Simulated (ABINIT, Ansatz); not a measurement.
# Lattice dynamics of Nb (Im-3m) in two programs, part 3 of 4

Aim: the phonon dispersion of Nb (Im-3m), checked by a second program.

ABINIT 10.8.3; DFT LDA, scalar-relativistic, plane waves, PseudoDojo norm-conserving pseudopotentials.

So far. Step 3 (Relaxing the cell and atoms): The volume changes by -4.6 % in this run and stands -4.6 % from the first cell. Step 4 (Self-consistent run for the response): The cell stands at -0.61 GPa: the relaxation ran with a smoothed and higher cutoff, and the difference is a stress of the finite basis. The relaxed cell has a = 3.249 Å (conventional setting).

## 7. Phonons on a q mesh

Linear response treats each wavevector in the unit cell, with no supercell; the 4×4×4 mesh fixes the range of the force constants to be had.

dfpt_q.abi reads:

```
ndtset 7

# wavevectors
qpt1 0.25 0.0 0.0
qpt2 0.5 0.0 0.0
qpt3 0.25 0.25 0.0
qpt4 0.25 0.25 0.25
qpt5 -0.25 0.25 0.25
qpt6 0.5 0.5 0.25
qpt7 0.5 0.5 0.5

# displacements
getwfk_filepath "gso_WFK"
getwfq_filepath "gso_WFK"
kptopt 3
nqpt 1
rfphon 1
rfatpol 1 1
rfdir 1 1 1
tolvrs 1.0d-10
prtwf 0

# basis, mesh and filling
ecut 37.0
ngkpt 16 16 16
nshiftk 1
shiftk 0.0 0.0 0.0
istwfk *1
occopt 7
tsmear 0.01
nband 12
nstep 100
diemac 1000000.0
prtebands 0
prtgsr 0
useylm 1

# cell and atoms
acell 3*1.0 Angstrom
rprim 
    -1.624635715 1.624635715 1.624635715
    1.624635715 -1.624635715 1.624635715
    1.624635715 1.624635715 -1.624635715
ntypat 1
znucl 41
natom 1
typat 1
xred 
    0.0 0.0 0.0
pp_dirpath "./pseudo"
pseudos "Nb.upf"
```

Command:

```console
OMP_NUM_THREADS=1 mpirun -n 4 abinit dfpt_q.abi > dfpt_q.log
```

Numbers of over 12 decimals in the logs are rounded to 6 here.

dfpt_q.abo, the main output file:

```text
[banners, grids, parts of the stress and lines that vanish by symmetry left out]
- input  file    -> dfpt_q.abi
- output file    -> dfpt_q.abo
- root for input  files -> dfpt_qi
[...]
DATASET    1 : space group Im -3 m (#229); Bravais cI (body-center cubic)
[...]
nfft =       27000          nkpt =        4096
[...]
DATASET    2 : space group Im -3 m (#229); Bravais cI (body-center cubic)
[...]
nfft =       27000          nkpt =        4096
[...]
DATASET    3 : space group Im -3 m (#229); Bravais cI (body-center cubic)
[...]
nfft =       27000          nkpt =        4096
[...]
DATASET    4 : space group Im -3 m (#229); Bravais cI (body-center cubic)
[...]
nfft =       27000          nkpt =        4096
[...]
DATASET    5 : space group Im -3 m (#229); Bravais cI (body-center cubic)
[...]
nfft =       27000          nkpt =        4096
[...]
DATASET    6 : space group Im -3 m (#229); Bravais cI (body-center cubic)
[...]
nfft =       27000          nkpt =        4096
[...]
DATASET    7 : space group Im -3 m (#229); Bravais cI (body-center cubic)
[...]
nfft =       27000          nkpt =        4096
[...]
== DATASET  1 ==================================================================
[...]
cutoff_energies: {ecut:  37.0, pawecutdg:  -1.0, }
[...]
Perturbation : displacement of atom   1   along direction   1
[...]
-ETOT  1   44.128898714744     -1.821E+03 8.146E+00 9.277E+05
 ETOT  2   324.19390757254      2.801E+02 6.872E-01 6.987E+06
 ETOT  3   1.781965     -3.224E+02 4.597E-01 3.150E+03
 ETOT  4   1.619236     -1.627E-01 2.681E-03 2.145E+00
 ETOT  5   1.618980     -2.562E-04 8.239E-05 5.330E-03
[...]
At SCF step   12       vres2   =  4.13E-13 < tolvrs=  1.00E-10 =>converged.
[...]
Perturbation : displacement of atom   1   along direction   2
[...]
-ETOT  1   1.400067     -1.544E+03 7.963E+00 5.589E+02
[...]
At SCF step   10       vres2   =  4.71E-11 < tolvrs=  1.00E-10 =>converged.
[...]
Phonon wavevector (reduced coordinates) :  0.25000  0.00000  0.00000
 Phonon energies in Hartree :
[...]
Phonon frequencies in cm-1    :
-  7.187745E+01  1.031171E+02  1.477920E+02
[...]
== DATASET  2 ==================================================================
[...]
cutoff_energies: {ecut:  37.0, pawecutdg:  -1.0, }
[...]
- 41.00000  13.00000  180309                  znucl, zion, pspdat
[...]
Perturbation : displacement of atom   1   along direction   1
[...]
-ETOT  1   5.518522     -1.700E+03 1.034E+01 1.116E+02
[...]
ETOT  7   5.134199     -2.134E-07 1.752E-06 5.716E-08
 ETOT  8   5.134199     -2.274E-12 2.091E-07 6.669E-11
 At SCF step    8       vres2   =  6.67E-11 < tolvrs=  1.00E-10 =>converged.
[...]
Phonon wavevector (reduced coordinates) :  0.50000  0.50000  0.50000
 Phonon energies in Hartree :
[...]
Phonon frequencies in cm-1    :
-  2.272492E+02  2.272492E+02  2.272492E+02
[...]
fcart7     0.0000000000E+00  0.0000000000E+00  0.0000000000E+00
       
================================================================================
```

It took 51 min on 4 MPI ranks of Arm Neoverse V2, shared host; 3.4 h of CPU time.

Read from the output:

| Quantity | Value |
| --- | --- |
| lowest mode on the q mesh (acoustic ones at the zone centre apart) | 71.88 cm⁻¹ |

Frequencies (cm⁻¹) before the sum rule at the irreducible wavevectors but Γ, which is solved apart; negative means imaginary. Frequencies by wavevector:

```tsv
q (fractions)	star	mode 1	mode 2	mode 3
0.25 0 0	12	71.88	103.1	147.8
0.5 0 0	6	147.8	170.1	196.6
0.25 0.25 0	24	133.4	135.8	210
0.25 0.25 0.25	2	177.8	177.8	177.8
-0.25 0.25 0.25	6	110.5	110.5	209.6
0.5 0.5 0.25	12	142.9	194.9	206.9
0.5 0.5 0.5	1	227.2	227.2	227.2
```

## 8. Interpolated phonon bands

anaddb transforms the dynamical matrices to force constants and back along the path; points of the mesh come back as solved, but for the sum rule and, in polar crystals, the LO-TO term at Γ; the rest is interpolation.

anaddb.abi reads:

```
ddb_filepath "all_DDB"
output_file "anaddb.abo"
outdata_prefix "anaddb"
ifcflag 1
ngqpt 4 4 4
nqshft 1
q1shft 0.0 0.0 0.0
asr 1
chneut 0
dipdip 0
dipquad 0
quadquad 0
enunit 0
eivec 0
nph1l 62
qph1l 
    0.0 0.0 0.0 1.0
    0.05 -0.05 0.05 1.0
    0.1 -0.1 0.1 1.0
    0.15 -0.15 0.15 1.0
    0.2 -0.2 0.2 1.0
    0.25 -0.25 0.25 1.0
    0.3 -0.3 0.3 1.0
    0.35 -0.35 0.35 1.0
    0.4 -0.4 0.4 1.0
    0.45 -0.45 0.45 1.0
    0.5 -0.5 0.5 1.0
    0.45 -0.45 0.5 1.0
    0.4 -0.4 0.5 1.0
    0.35 -0.35 0.5 1.0
    0.3 -0.3 0.5 1.0
    0.25 -0.25 0.5 1.0
    0.2 -0.2 0.5 1.0
    0.15 -0.15 0.5 1.0
    0.1 -0.1 0.5 1.0
    0.05 -0.05 0.5 1.0
    0.0 0.0 0.5 1.0
    0.0 0.0 0.45 1.0
    0.0 0.0 0.4 1.0
    0.0 0.0 0.35 1.0
    0.0 0.0 0.3 1.0
    0.0 0.0 0.25 1.0
    0.0 0.0 0.2 1.0
    0.0 0.0 0.15 1.0
    0.0 0.0 0.1 1.0
    0.0 0.0 0.05 1.0
    0.0 0.0 0.0 1.0
    0.025 0.025 0.025 1.0
    0.05 0.05 0.05 1.0
    0.075 0.075 0.075 1.0
    0.1 0.1 0.1 1.0
    0.125 0.125 0.125 1.0
    0.15 0.15 0.15 1.0
    0.175 0.175 0.175 1.0
    0.2 0.2 0.2 1.0
    0.225 0.225 0.225 1.0
    0.25 0.25 0.25 1.0
    0.275 0.175 0.275 1.0
    0.3 0.1 0.3 1.0
    0.325 0.025 0.325 1.0
    0.35 -0.05 0.35 1.0
    0.375 -0.125 0.375 1.0
    0.4 -0.2 0.4 1.0
    0.425 -0.275 0.425 1.0
    0.45 -0.35 0.45 1.0
    0.475 -0.425 0.475 1.0
    0.5 -0.5 0.5 1.0
    0.25 0.25 0.25 1.0
    0.225 0.225 0.275 1.0
    0.2 0.2 0.3 1.0
    0.175 0.175 0.325 1.0
    0.15 0.15 0.35 1.0
    0.125 0.125 0.375 1.0
    0.1 0.1 0.4 1.0
    0.075 0.075 0.425 1.0
    0.05 0.05 0.45 1.0
    0.025 0.025 0.475 1.0
    0.0 0.0 0.5 1.0
```

mrgddb.in reads:

```
all_DDB
merged
8
dfpt_gammao_DDB
dfpt_qo_DS1_DDB
dfpt_qo_DS2_DDB
dfpt_qo_DS3_DDB
dfpt_qo_DS4_DDB
dfpt_qo_DS5_DDB
dfpt_qo_DS6_DDB
dfpt_qo_DS7_DDB
```

Command:

```console
mrgddb < mrgddb.in > mrgddb.log
OMP_NUM_THREADS=1 anaddb anaddb.abi > anaddb.log
```

anaddb.abo, the main output file:

```text
[banners, grids, parts of the stress and lines that vanish by symmetry left out]
-outvars_anaddb: echo values of input variables ----------------------

 Flags :
[...]
Phonon wavevector (reduced coordinates) :  0.00000  0.00000  0.00000
 Phonon energies in Hartree :
[...]
Phonon frequencies in cm-1    :
-  0.000000E+00  0.000000E+00  0.000000E+00
[...]
Phonon wavevector (reduced coordinates) :  0.05000 -0.05000  0.05000
 Phonon energies in Hartree :
[...]
Phonon frequencies in cm-1    :
- -2.237722E+01 -2.237722E+01  6.291886E+01
[...]
Phonon wavevector (reduced coordinates) :  0.10000 -0.10000  0.10000
 Phonon energies in Hartree :
[...]
Phonon frequencies in cm-1    :
- -3.575992E+01 -3.575992E+01  1.219824E+02
[...]
Phonon wavevector (reduced coordinates) :  0.15000 -0.15000  0.15000
 Phonon energies in Hartree :
[...]
Phonon frequencies in cm-1    :
- -2.246069E+01 -2.246069E+01  1.706456E+02
  Phonon wavevector (reduced coordinates) :  0.20000 -0.20000  0.20000
 Phonon energies in Hartree :
[...]
Phonon frequencies in cm-1    :
-  6.128755E+01  6.128755E+01  2.011097E+02
  Phonon wavevector (reduced coordinates) :  0.25000 -0.25000  0.25000
 Phonon energies in Hartree :
[...]
Phonon frequencies in cm-1    :
-  1.105605E+02  1.105605E+02  2.095880E+02
  Phonon wavevector (reduced coordinates) :  0.30000 -0.30000  0.30000
 Phonon energies in Hartree :
[...]
Phonon frequencies in cm-1    :
-  1.537124E+02  1.537124E+02  2.020403E+02
  Phonon wavevector (reduced coordinates) :  0.35000 -0.35000  0.35000
 Phonon energies in Hartree :
[...]
Phonon frequencies in cm-1    :
-  1.877149E+02  1.877149E+02  1.950054E+02
  Phonon wavevector (reduced coordinates) :  0.40000 -0.40000  0.40000
 Phonon energies in Hartree :
[...]
Phonon frequencies in cm-1    :
-  2.026799E+02  2.107531E+02  2.107531E+02
  Phonon wavevector (reduced coordinates) :  0.45000 -0.45000  0.45000
 Phonon energies in Hartree :
[...]
Phonon frequencies in cm-1    :
-  2.191246E+02  2.233624E+02  2.233624E+02
  Phonon wavevector (reduced coordinates) :  0.50000 -0.50000  0.50000
 Phonon energies in Hartree :
[...]
Phonon frequencies in cm-1    :
-  2.272632E+02  2.272632E+02  2.272632E+02
  Phonon wavevector (reduced coordinates) :  0.45000 -0.45000  0.50000
 Phonon energies in Hartree :
[...]
Phonon frequencies in cm-1    :
-  2.221883E+02  2.253898E+02  2.260888E+02
  Phonon wavevector (reduced coordinates) :  0.40000 -0.40000  0.50000
 Phonon energies in Hartree :
[...]
Phonon frequencies in cm-1    :
-  2.078098E+02  2.201401E+02  2.227736E+02
  Phonon wavevector (reduced coordinates) :  0.35000 -0.35000  0.50000
 Phonon energies in Hartree :
[...]
Phonon frequencies in cm-1    :
-  1.866867E+02  2.124956E+02  2.179035E+02
[...]
Phonon wavevector (reduced coordinates) :  0.17500  0.17500  0.32500
 Phonon energies in Hartree :
[...]
Phonon frequencies in cm-1    :
-  1.550071E+02  1.707215E+02  1.976905E+02
  Phonon wavevector (reduced coordinates) :  0.15000  0.15000  0.35000
 Phonon energies in Hartree :
[...]
Phonon frequencies in cm-1    :
-  1.501477E+02  1.674486E+02  2.008697E+02
  Phonon wavevector (reduced coordinates) :  0.12500  0.12500  0.37500
 Phonon energies in Hartree :
[...]
Phonon frequencies in cm-1    :
-  1.472494E+02  1.653672E+02  2.021182E+02
  Phonon wavevector (reduced coordinates) :  0.10000  0.10000  0.40000
 Phonon energies in Hartree :
[...]
Phonon frequencies in cm-1    :
-  1.461006E+02  1.649704E+02  2.017527E+02
  Phonon wavevector (reduced coordinates) :  0.07500  0.07500  0.42500
 Phonon energies in Hartree :
[...]
Phonon frequencies in cm-1    :
-  1.461856E+02  1.660688E+02  2.003351E+02
  Phonon wavevector (reduced coordinates) :  0.05000  0.05000  0.45000
 Phonon energies in Hartree :
[...]
Phonon frequencies in cm-1    :
-  1.468608E+02  1.679069E+02  1.985719E+02
  Phonon wavevector (reduced coordinates) :  0.02500  0.02500  0.47500
 Phonon energies in Hartree :
[...]
Phonon frequencies in cm-1    :
-  1.475360E+02  1.695247E+02  1.971636E+02
  Phonon wavevector (reduced coordinates) :  0.00000  0.00000  0.50000
 Phonon energies in Hartree :
[...]
Phonon frequencies in cm-1    :
-  1.478083E+02  1.701594E+02  1.966300E+02
-
```

The job ended after 0.5 s (1 thread).

Read from the output:

```yaml
lowest_frequency_on_the_path: -35.76 cm⁻¹
```

Anaddb. The phonon branches at the labelled points (cm⁻¹):

```tsv
point	branch 1	branch 2	branch 3
Γ	0	0	0
halfway	111	111	210
H	227	227	227
halfway	143	195	207
N	148	170	197
halfway	72	103	148
Γ	0	0	0
halfway	91	91	188
P	178	178	178
halfway	133	193	193
H	227	227	227
jump to P	178	178	178
halfway	147	165	202
N	148	170	197
```

The phonon branches as a text plot (rows in cm⁻¹):

```
    222 |          *****                                ***
    211 |     **  *   ****                  ***        *
    200 |    *  ***     *******                *      * *   *****
    189 |        *     *  *    *           *     *****     *
    178 |                  *    *               *          *
    167 |   *           *   ***                * *     *   ******
    156 |       *              *          *   *   *         *
    145 |                *  **** *                 *  *      ****
    134 |                 **    *            *      **
    123 |  *                      *      *
    112 |     **                            *
    101 |                        * *
     90 |                         *        *
     79 |                               *
     68 | *                      * **     *
     57 |    *                           *
     46 |                           *
     35 |                         *  * **
     24 |                            * *
     14 |
      3 |*                            *
     -8 |
    -19 | * *                      * *
    -30 |  *                        *
         Γ           H       N        Γ         P        H|P    N
```

The path dips to 36i cm⁻¹ between the solved wavevectors, whose modes are all real, so the dip may come from the interpolation.

## 9. Sums over the zone

Sums over the zone need many more wavevectors than were solved, so the interpolation is sampled on a dense mesh.

anaddb.abi reads:

```
ddb_filepath "all_DDB"
output_file "anaddb.abo"
outdata_prefix "anaddb"
ifcflag 1
ngqpt 4 4 4
nqshft 1
q1shft 0.0 0.0 0.0
asr 1
chneut 0
dipdip 0
dipquad 0
quadquad 0
prtdos 2
ng2qpt 20 20 20
dosdeltae 4.5563e-06
ntemper 11
temperinc 100.0
tempermin 0.0
```

Command:

```console
OMP_NUM_THREADS=1 anaddb anaddb.abi > anaddb.log
```

anaddb.abo, the main output file:

```text
[banners, grids, parts of the stress and lines that vanish by symmetry left out]
-outvars_anaddb: echo values of input variables ----------------------

 Flags :
     ifcflag         1
 Miscellaneous information :
         asr         1
      chneut         0
 Interatomic Force Constants Inputs :
      dipdip         0
     dipquad         0
    quadquad         0
      ifcana         0
      ifcout         0
 Description of grid 1 :
        brav         1
       ngqpt         4         4         4
      nqshft         1
      q1shft
                     0.00000000E+00  0.00000000E+00  0.00000000E+00
 Phonon DOS information :
   dosdeltae  4.55630000E-06
    dossmear  4.55633525E-06
 Description of grid 2 (Fourier interp. or BZ sampling):
      ng2qpt        20        20        20
      ngrids         4
      q2shft         0.00000000E+00  0.00000000E+00  0.00000000E+00

================================================================================

 read the DDB information and perform some checks

  ==== Info on the Cryst% object ====
 Real(R)+Recip(G) space primitive vectors, cartesian coordinates (Bohr,Bohr^-1):
 R(1)= -3.0701166  3.0701166  3.0701166  G(1)=  0.0000000  0.1628603  0.1628603
 R(2)=  3.0701166 -3.0701166  3.0701166  G(2)=  0.1628603  0.0000000  0.1628603
 R(3)=  3.0701166  3.0701166 -3.0701166  G(3)=  0.1628603  0.1628603  0.0000000
 Unit cell volume ucvol=  1.1575095E+02 bohr^3
 Angles (23,13,12)=  1.09471221E+02  1.09471221E+02  1.09471221E+02 degrees
 Time-reversal symmetry is present
 Reduced atomic positions [iatom, xred, symbol]:
    1)    0.0000000  0.0000000  0.0000000  Nb

 DDB file with 8 blocks has been read.

================================================================================

 Calculation of the interatomic forces

       Homogeneous q point set in the B.Z.
 Grid q points  :       64
  1)   0.00000000E+00  0.00000000E+00  0.00000000E+00
  2)   2.50000000E-01  0.00000000E+00  0.00000000E+00
  3)   5.00000000E-01  0.00000000E+00  0.00000000E+00
  4)  -2.50000000E-01  0.00000000E+00  0.00000000E+00
  5)   0.00000000E+00  2.50000000E-01  0.00000000E+00
  6)   2.50000000E-01  2.50000000E-01  0.00000000E+00
  7)   5.00000000E-01  2.50000000E-01  0.00000000E+00
  8)  -2.50000000E-01  2.50000000E-01  0.00000000E+00
  9)   0.00000000E+00  5.00000000E-01  0.00000000E+00
 10)   2.50000000E-01  5.00000000E-01  0.00000000E+00
 11)   5.00000000E-01  5.00000000E-01  0.00000000E+00
 12)  -2.50000000E-01  5.00000000E-01  0.00000000E+00
 13)   0.00000000E+00 -2.50000000E-01  0.00000000E+00
 14)   2.50000000E-01 -2.50000000E-01  0.00000000E+00
[...]
58)   2.50000000E-01  5.00000000E-01 -2.50000000E-01
 59)   5.00000000E-01  5.00000000E-01 -2.50000000E-01
 60)  -2.50000000E-01  5.00000000E-01 -2.50000000E-01
 61)   0.00000000E+00 -2.50000000E-01 -2.50000000E-01
 62)   2.50000000E-01 -2.50000000E-01 -2.50000000E-01
 63)   5.00000000E-01 -2.50000000E-01 -2.50000000E-01
 64)  -2.50000000E-01 -2.50000000E-01 -2.50000000E-01

 The interatomic forces have been obtained

================================================================================

 Calculation of phonon density of states

 Average speed of sound partial sums:     0.1140984970E-02 (at units)
-                                   =           2.4961 [km/s]

 Debye frequency from partial sums:     0.9125473155E-03 (Ha)
-                                 =     0.6004272899E+01 (THz)
-Debye temperature from partial sums:     0.2881596512E+03 (K)

 Average speed of sound partial sums:     0.1140984970E-02 (at units)
-                                   =           2.4961 [km/s]

 Debye frequency from partial sums:     0.9125473155E-03 (Ha)
-                                 =     0.6004272899E+01 (THz)
-Debye temperature from partial sums:     0.2881596512E+03 (K)

 Average speed of sound:     0.6160566359E-04 (at units)
-                      =           0.1348 [km/s]

 Debye frequency from DOS:     0.4927153679E-04 (Ha)
-                        =     0.3241911384E+00 (THz)
-Debye temperature from DOS:     0.1555872075E+02 (K)

-
```

It took 0.77 s on 1 thread.

Numbers from this step:

| Property | Result |
| --- | --- |
| share of modes beyond 3i cm⁻¹ on the dense interpolated mesh | 0.0112 |

Tetrahedra. Table of phonon density of states by wavenumber; read off at these points:

wavenumber (cm⁻¹), phonon density of states (1/cm⁻¹/cell) and a bar:
```
    -35.0     0.0000 
    -30.0     0.0010 
    -25.0     0.0010 
    -20.0     0.0013 #
    -15.0     0.0014 #
    -10.0     0.0012 
     -5.0     0.0010 
      0.0     0.0010 
      5.0     0.0010 
     10.0     0.0011 
     15.0     0.0012 
     20.0     0.0012 #
     25.0     0.0014 #
     30.0     0.0016 #
     35.0     0.0019 #
     40.0     0.0023 #
     45.0     0.0028 #
     50.0     0.0032 #
     55.0     0.0035 #
     60.0     0.0038 ##
     65.0     0.0043 ##
     70.0     0.0049 ##
     75.0     0.0054 ##
     80.0     0.0059 ##
     85.0     0.0063 ###
     90.0     0.0070 ###
     95.0     0.0078 ###
    100.0     0.0086 ####
    105.0     0.0095 ####
    110.0     0.0106 #####
    115.0     0.0122 #####
    120.0     0.0141 ######
    125.0     0.0172 #######
    130.0     0.0256 ###########
    135.0     0.0431 ##################
    140.0     0.0325 ##############
    145.0     0.0300 #############
    150.0     0.0178 ########
    155.0     0.0167 #######
    160.0     0.0176 #######
    165.0     0.0224 ##########
    168.4     0.0225 ##########
    170.0     0.0201 #########
    175.0     0.0162 #######
    180.0     0.0127 #####
    185.0     0.0121 #####
    190.0     0.0140 ######
    195.0     0.0205 #########
    200.0     0.0537 #######################
    205.0     0.0705 ##############################
    210.0     0.0202 #########
    215.0     0.0058 ##
    220.0     0.0037 ##
    225.0     0.0014 #
    230.0     0.0000
```

(Continued in part 4 of 4.)

[Host names and launcher messages were left out of these logs when they were recorded.]

[Logs are printed without paths, hosts, clocks, repeated set-up lines and the standing remarks that a program may print on its own settings, such as how far it seeks lower states.]

[Hosts, paths, dates, database ids (printed as entryN), source tags and the programs' standing remarks are cut or masked in the printed files.]
